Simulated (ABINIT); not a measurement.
## Quasiparticle gap of GaAs (F-43m) in ABINIT

Wanted: ground state, empty states, screening and self-energy for GaAs (F-43m).

Main program and level: ABINIT 10.8.3; PBE and many-body steps on it, plane waves.

## 1. Starting point

It takes space group F-43m (No. 216, cubic). The conventional cell has a = 5.654 Å, b = 5.654 Å, c = 5.654 Å, α = 90.00°, β = 90.00°, γ = 90.00°. Ga has 4 As at 2.45 Å nearest. As has 4 Ga at 2.45 Å nearest. Farther neighbours are not listed.

Coordinates:

```cif
data_structure
_symmetry_space_group_name_H-M 'P 1'
_symmetry_Int_Tables_number 1
_cell_length_a 3.9978
_cell_length_b 3.9978
_cell_length_c 3.9978
_cell_angle_alpha 60.000
_cell_angle_beta 60.000
_cell_angle_gamma 60.000
_cell_volume 45.18
loop_
_atom_site_label
_atom_site_type_symbol
_atom_site_fract_x
_atom_site_fract_y
_atom_site_fract_z
_atom_site_occupancy
Ga1 Ga 0.00000 0.00000 0.00000 1
As2 As 0.25000 0.25000 0.25000 1
```

The cell and positions come from the Crystallography Open Database and are kept as given unless a step says otherwise.

## 2. Ground state

This step: ABINIT 10.8.3; DFT, PBE, plane waves, norm-conserving pseudopotentials.

The ground-state density comes first.

run.abi reads:

```
acell 3*1.0 Angstrom
rprim 
  0.000000000000 2.826850000000 2.826850000000
  2.826850000000 0.000000000000 2.826850000000
  2.826850000000 2.826850000000 0.000000000000
ntypat 2
znucl 31 33
natom 2
typat 1 2
xred 
  0.000000000000 0.000000000000 0.000000000000
  0.250000000000 0.250000000000 0.250000000000
pp_dirpath "pseudos"
pseudos "Ga.upf, As.upf"
ecut 38
ngkpt 6 6 6
nshiftk 1
shiftk 0 0 0
kptopt 1
chksymbreak 0
nband 19
occopt 1
tolvrs 1e-10
nstep 60
prtwf 0
optforces 0
optstress 0
indata_prefix "in"
outdata_prefix "out"
tmpdata_prefix "tmp"
```

Started as:

```
> OMP_NUM_THREADS=1 mpirun -n 4 abinit run.abi > log
```

Numbers of over 12 decimals in the logs are rounded to 6 here.

The log of the run:

```text
.Version 10.8.3 of ABINIT. v10.8.2 released Aug 2026.

 Symmetries : space group F-4 3 m (#216); Bravais cF (face-center cubic)
================================================================================
 Values of the parameters that define the memory need of the present run
     intxc =       0    ionmov =       0      iscf =       7    lmnmax =       6
     lnmax =       6     mgfft =      45  mpssoang =       3    mqgrid =    3001
     natom =       2  nloc_mem =       1    nspden =       1   nspinor =       1
    nsppol =       1      nsym =      24    n1xccc =    2501    ntypat =       2
    occopt =       1   xclevel =       2
-    mband =          19        mffmem =           1         mkmem =           4
       mpw =        3428          nfft =       91125          nkpt =          16
================================================================================
  Rough estimation (10% accuracy) of disk space for files :
================================================================================

--------------------------------------------------------------------------------
------------- Echo of variables that govern the present computation ------------
--------------------------------------------------------------------------------
 -outvars: echo values of preprocessed input variables --------
            acell      1.8897261259E+00  1.8897261259E+00  1.8897261259E+00 Bohr

      chksymbreak           0
             ecut      3.80000000E+01 Hartree
-          fftalg         312

              ixc     -101130
              kpt      0.00000000E+00  0.00000000E+00  0.00000000E+00
                       1.66666667E-01  0.00000000E+00  0.00000000E+00
                       3.33333333E-01  0.00000000E+00  0.00000000E+00
                       5.00000000E-01  0.00000000E+00  0.00000000E+00
                       1.66666667E-01  1.66666667E-01  0.00000000E+00
                       3.33333333E-01  1.66666667E-01  0.00000000E+00
                       5.00000000E-01  1.66666667E-01  0.00000000E+00
                      -3.33333333E-01  1.66666667E-01  0.00000000E+00
                      -1.66666667E-01  1.66666667E-01  0.00000000E+00
   [... 5 further rows ...]
                      -3.33333333E-01  3.33333333E-01  1.66666667E-01
                      -3.33333333E-01  5.00000000E-01  1.66666667E-01
         kptrlatt        6    0    0      0    6    0      0    0    6
          kptrlen      4.53281381E+01
P           mkmem           4
            natom           2
            nband          19
            ngfft          45      45      45
             nkpt          16
            nstep          60
             nsym          24
           ntypat           2
              occ      2.000000  2.000000  2.000000  2.000000  2.000000  2.000000
                       2.000000  2.000000  2.000000  2.000000  2.000000  2.000000
                       2.000000  2.000000  0.000000  0.000000  0.000000  0.000000
                       0.000000
        optforces           0
        optstress           0
            prtwf           0
            rprim      0.0000000000E+00  2.8268500000E+00  2.8268500000E+00
[...]
spgroup         216

           tolvrs      1.00000000E-10

             xred      0.0000000000E+00  0.0000000000E+00  0.0000000000E+00
[...]
znucl       31.00000   33.00000

================================================================================

 chkinp: Checking input parameters for consistency.

================================================================================
== DATASET  1 ==================================================================
-   mpi_nproc: 4, omp_nthreads: 1 (-1 if OMP is not activated)

--- !DatasetInfo
iteration_state: {dtset: 1, }
dimensions: {natom: 2, nkpt: 16, mband: 19, nsppol: 1, nspinor: 1, nspden: 1, mpw: 3428, }
cutoff_energies: {ecut:  38.0, pawecutdg:  -1.0, }
electrons: {nelect:   2.80000000E+01, charge:   0.00000000E+00, occopt:   1.00000000E+00, tsmear:   1.00000000E-02, }

 Real(R)+Recip(G) space primitive vectors, cartesian coordinates (Bohr,Bohr^-1):
 R(1)=  0.0000000  5.3419723  5.3419723  G(1)= -0.0935984  0.0935984  0.0935984
 R(2)=  5.3419723  0.0000000  5.3419723  G(2)=  0.0935984 -0.0935984  0.0935984
 R(3)=  5.3419723  5.3419723  0.0000000  G(3)=  0.0935984  0.0935984 -0.0935984
 Unit cell volume ucvol=  3.0488418E+02 bohr^3
 Angles (23,13,12)=  6.00000000E+01  6.00000000E+01  6.00000000E+01 degrees

 getcut: wavevector=  0.0000  0.0000  0.0000  ngfft=  45  45  45
         ecut(hartree)=     38.000   => boxcut(ratio)=   2.09884

--- Pseudopotential description ------------------------------------------------
- Ga Generated using ONCVPSP code by D. R. Hamann
- 31.00000  13.00000  171031                  znucl, zion, pspdat
12 -101130 2 -1 1902                          pspcod,pspxc,lmax,lloc,mmax
     nproj     2     2     2
  pspatm : epsatm=   24.69408211
         --- l  ekb(1:nproj) -->
[...]
pspatm: atomic psp has been read  and splines computed

- As Generated using ONCVPSP code by D. R. Hamann
- 33.00000  15.00000  171031                  znucl, zion, pspdat
12 -101130 2 -1 1358                          pspcod,pspxc,lmax,lloc,mmax
     nproj     2     2     2
  pspatm : epsatm=   28.90894544
         --- l  ekb(1:nproj) -->
[...]
pspatm: atomic psp has been read  and splines computed

   1.50088477E+03                                ecore*ucvol(ha*bohr**3)
--------------------------------------------------------------------------------

_setup2: Arith. and geom. avg. npw (full set) are    3410.949    3410.926

================================================================================

--- !BeginCycle
iteration_state: {dtset: 1, }
solver: {iscf: 7, nstep: 60, nline: 4, wfoptalg: 0, }
tolerances: {tolvrs: 1.00E-10, }

     iter   Etot(hartree)      deltaE(h)  residm     vres2
 ETOT  1  -180.16557012985    -1.802E+02 6.881E-01 1.525E+03
 ETOT  2  -182.28373766583    -2.118E+00 8.559E-02 2.098E+03
 ETOT  3  -182.51580309609    -2.321E-01 9.436E-02 3.560E+02
 ETOT  4  -182.54197086479    -2.617E-02 1.044E-01 1.621E+02
 ETOT  5  -182.56220356016    -2.023E-02 8.819E-03 7.921E+00
 ETOT  6  -182.56324133584    -1.038E-03 3.276E-03 2.343E-01
 ETOT  7  -182.56327285371    -3.152E-05 6.357E-04 2.770E-04
 ETOT  8  -182.56327287042    -1.671E-08 5.243E-04 4.799E-04
 ETOT  9  -182.56327293285    -6.243E-08 9.200E-05 2.062E-05
 ETOT 10  -182.56327293606    -3.214E-09 7.819E-05 2.963E-08
 ETOT 11  -182.56327293607    -7.361E-12 1.353E-05 1.876E-09
 ETOT 12  -182.56327293608    -6.793E-12 1.166E-05 4.814E-11

 At SCF step   12       vres2   =  4.81E-11 < tolvrs=  1.00E-10 =>converged.

--- !ResultsGS
iteration_state: {dtset: 1, }
comment   : Summary of ground state results
lattice_vectors:
- [  0.0000000,   5.3419723,   5.3419723, ]
- [  5.3419723,   0.0000000,   5.3419723, ]
- [  5.3419723,   5.3419723,   0.0000000, ]
lattice_lengths: [   7.55469,    7.55469,    7.55469, ]
lattice_angles: [ 60.000,  60.000,  60.000, ] # degrees, (23, 13, 12)
lattice_volume:   3.0488418E+02
convergence: {deltae: -6.793E-12, res2:  4.814E-11, residm:  1.166E-05, diffor:  0.000E+00, }
etotal    :  -1.82563273E+02
entropy   :   0.00000000E+00
fermie    :   1.47875682E-01
cartesian_stress_tensor: null
pressure_GPa: null
xred      :
- [  0.0000E+00,   0.0000E+00,   0.0000E+00, Ga]
- [  2.5000E-01,   2.5000E-01,   2.5000E-01, As]
cartesian_forces: null
force_length_stats: {min: null, max: null, mean: null, }

 Integrated electronic density in atomic spheres:
 ------------------------------------------------
 Atom  Sphere_radius  Integrated_density
    1        2.00000         10.81892666
    2        2.00000         12.37421415
================================================================================

 ----iterations are completed or convergence reached----

 Mean square residual over all n,k,spin=   41.787E-09; max=  11.656E-06
 reduced coordinates (array xred) for    2 atoms
       0.000000000000      0.000000000000      0.000000000000
       0.250000000000      0.250000000000      0.250000000000
 rms dE/dt=  0.0000E+00; max dE/dt=  0.0000E+00; dE/dt below (all hartree)
    1       0.000000000000      0.000000000000      0.000000000000
    2       0.000000000000      0.000000000000      0.000000000000

 cartesian coordinates (angstrom) at end:
    1      0.000000     0.000000     0.000000
    2      1.413425     1.413425     1.413425
 length scales=  1.889726125908  1.889726125908  1.889726125908 bohr
              =  1.000000000000  1.000000000000  1.000000000000 angstroms
 prteigrs : about to open file out_EIG
 Fermi (or HOMO) energy (hartree) =   0.14788   Average Vxc (hartree)=  -0.36647
 Eigenvalues (hartree) for nkpt=  16  k points:
 kpt#   1, nband= 19, wtk=  0.00463, kpt=  0.0000  0.0000  0.0000 (reduced coord)
  -1.14602   -1.14602   -1.14602   -1.14567   -1.14567   -0.39689   -0.39689   -0.39689
  -0.39406   -0.39406   -0.31984    0.14788    0.14788    0.14788    0.16675    0.28527
   0.28527    0.28527    0.42731
 prteigrs : prtvol=0 or 1, do not print more k-points.

--- !EnergyTerms
iteration_state     : {dtset: 1, }
comment             : Components of total free energy in Hartree
kinetic             :  1.38903117257001E+02
hartree             :  5.73663761054859E+01
xc                  : -4.47211788821557E+01
Ewald energy        : -9.91764168217229E+01
psp_core            :  4.92280304459007E+00
local_psp           : -1.49386498288870E+02
non_local_psp       : -9.04714753504059E+01
total_energy        : -1.82563272936078E+02
total_energy_eV     : -4.96779973419407E+03
band_energy         : -1.57866295522165E+01

== END DATASET(S) ==============================================================
================================================================================

 -outvars: echo values of variables after computation  --------
           etotal     -1.8256327294E+02
            nband          19
             nkpt          16
          spgroup         216
 [... the other variables as echoed above ...]

 Calculation completed.
```

Run time: 45 s. Hardware: 4 MPI ranks of Intel Xeon at 2.80GHz (Skylake/Cascade Lake), shared host; peak memory 0.34 GiB; 2.2 min of CPU time.

This step gave:

- total energy: -4967.7997 eV
- gap: 0.5135 eV
- k of the valence top: 0, 0, 0
- k of the conduction bottom: 0, 0, 0
- least direct gap: 0.5135 eV

The gap is direct, at Γ.

(Part 1 of 3 ends here.)

[Paths, hosts, dates, memory and timing lines, banners, echoed tables and standing remarks are left out of the program output.]

[Logs are printed without paths, hosts, clocks, repeated set-up lines and the standing remarks that a program may print on its own settings, such as how far it seeks lower states.]

[Runs of the session that timed out or met a known fault of the program may be left out.]

[No measured gap is set beside runs whose start may be inverted or whose files or cutoffs have a known fault.]

[Hosts, paths, dates, database ids (printed as entryN), source tags and the programs' standing remarks are cut or masked in the printed files.]

[G0W0 gaps are taken among the corrected bands and points alone; a level outside them can change the order at an edge.]

[Where Ansatz stands beside ABINIT at settings called matched, ABINIT's density can come from a denser mesh and the files from another edition; pairs whose starting gaps differed by over 0.03 eV were left out, so agreement reads better than it is.]
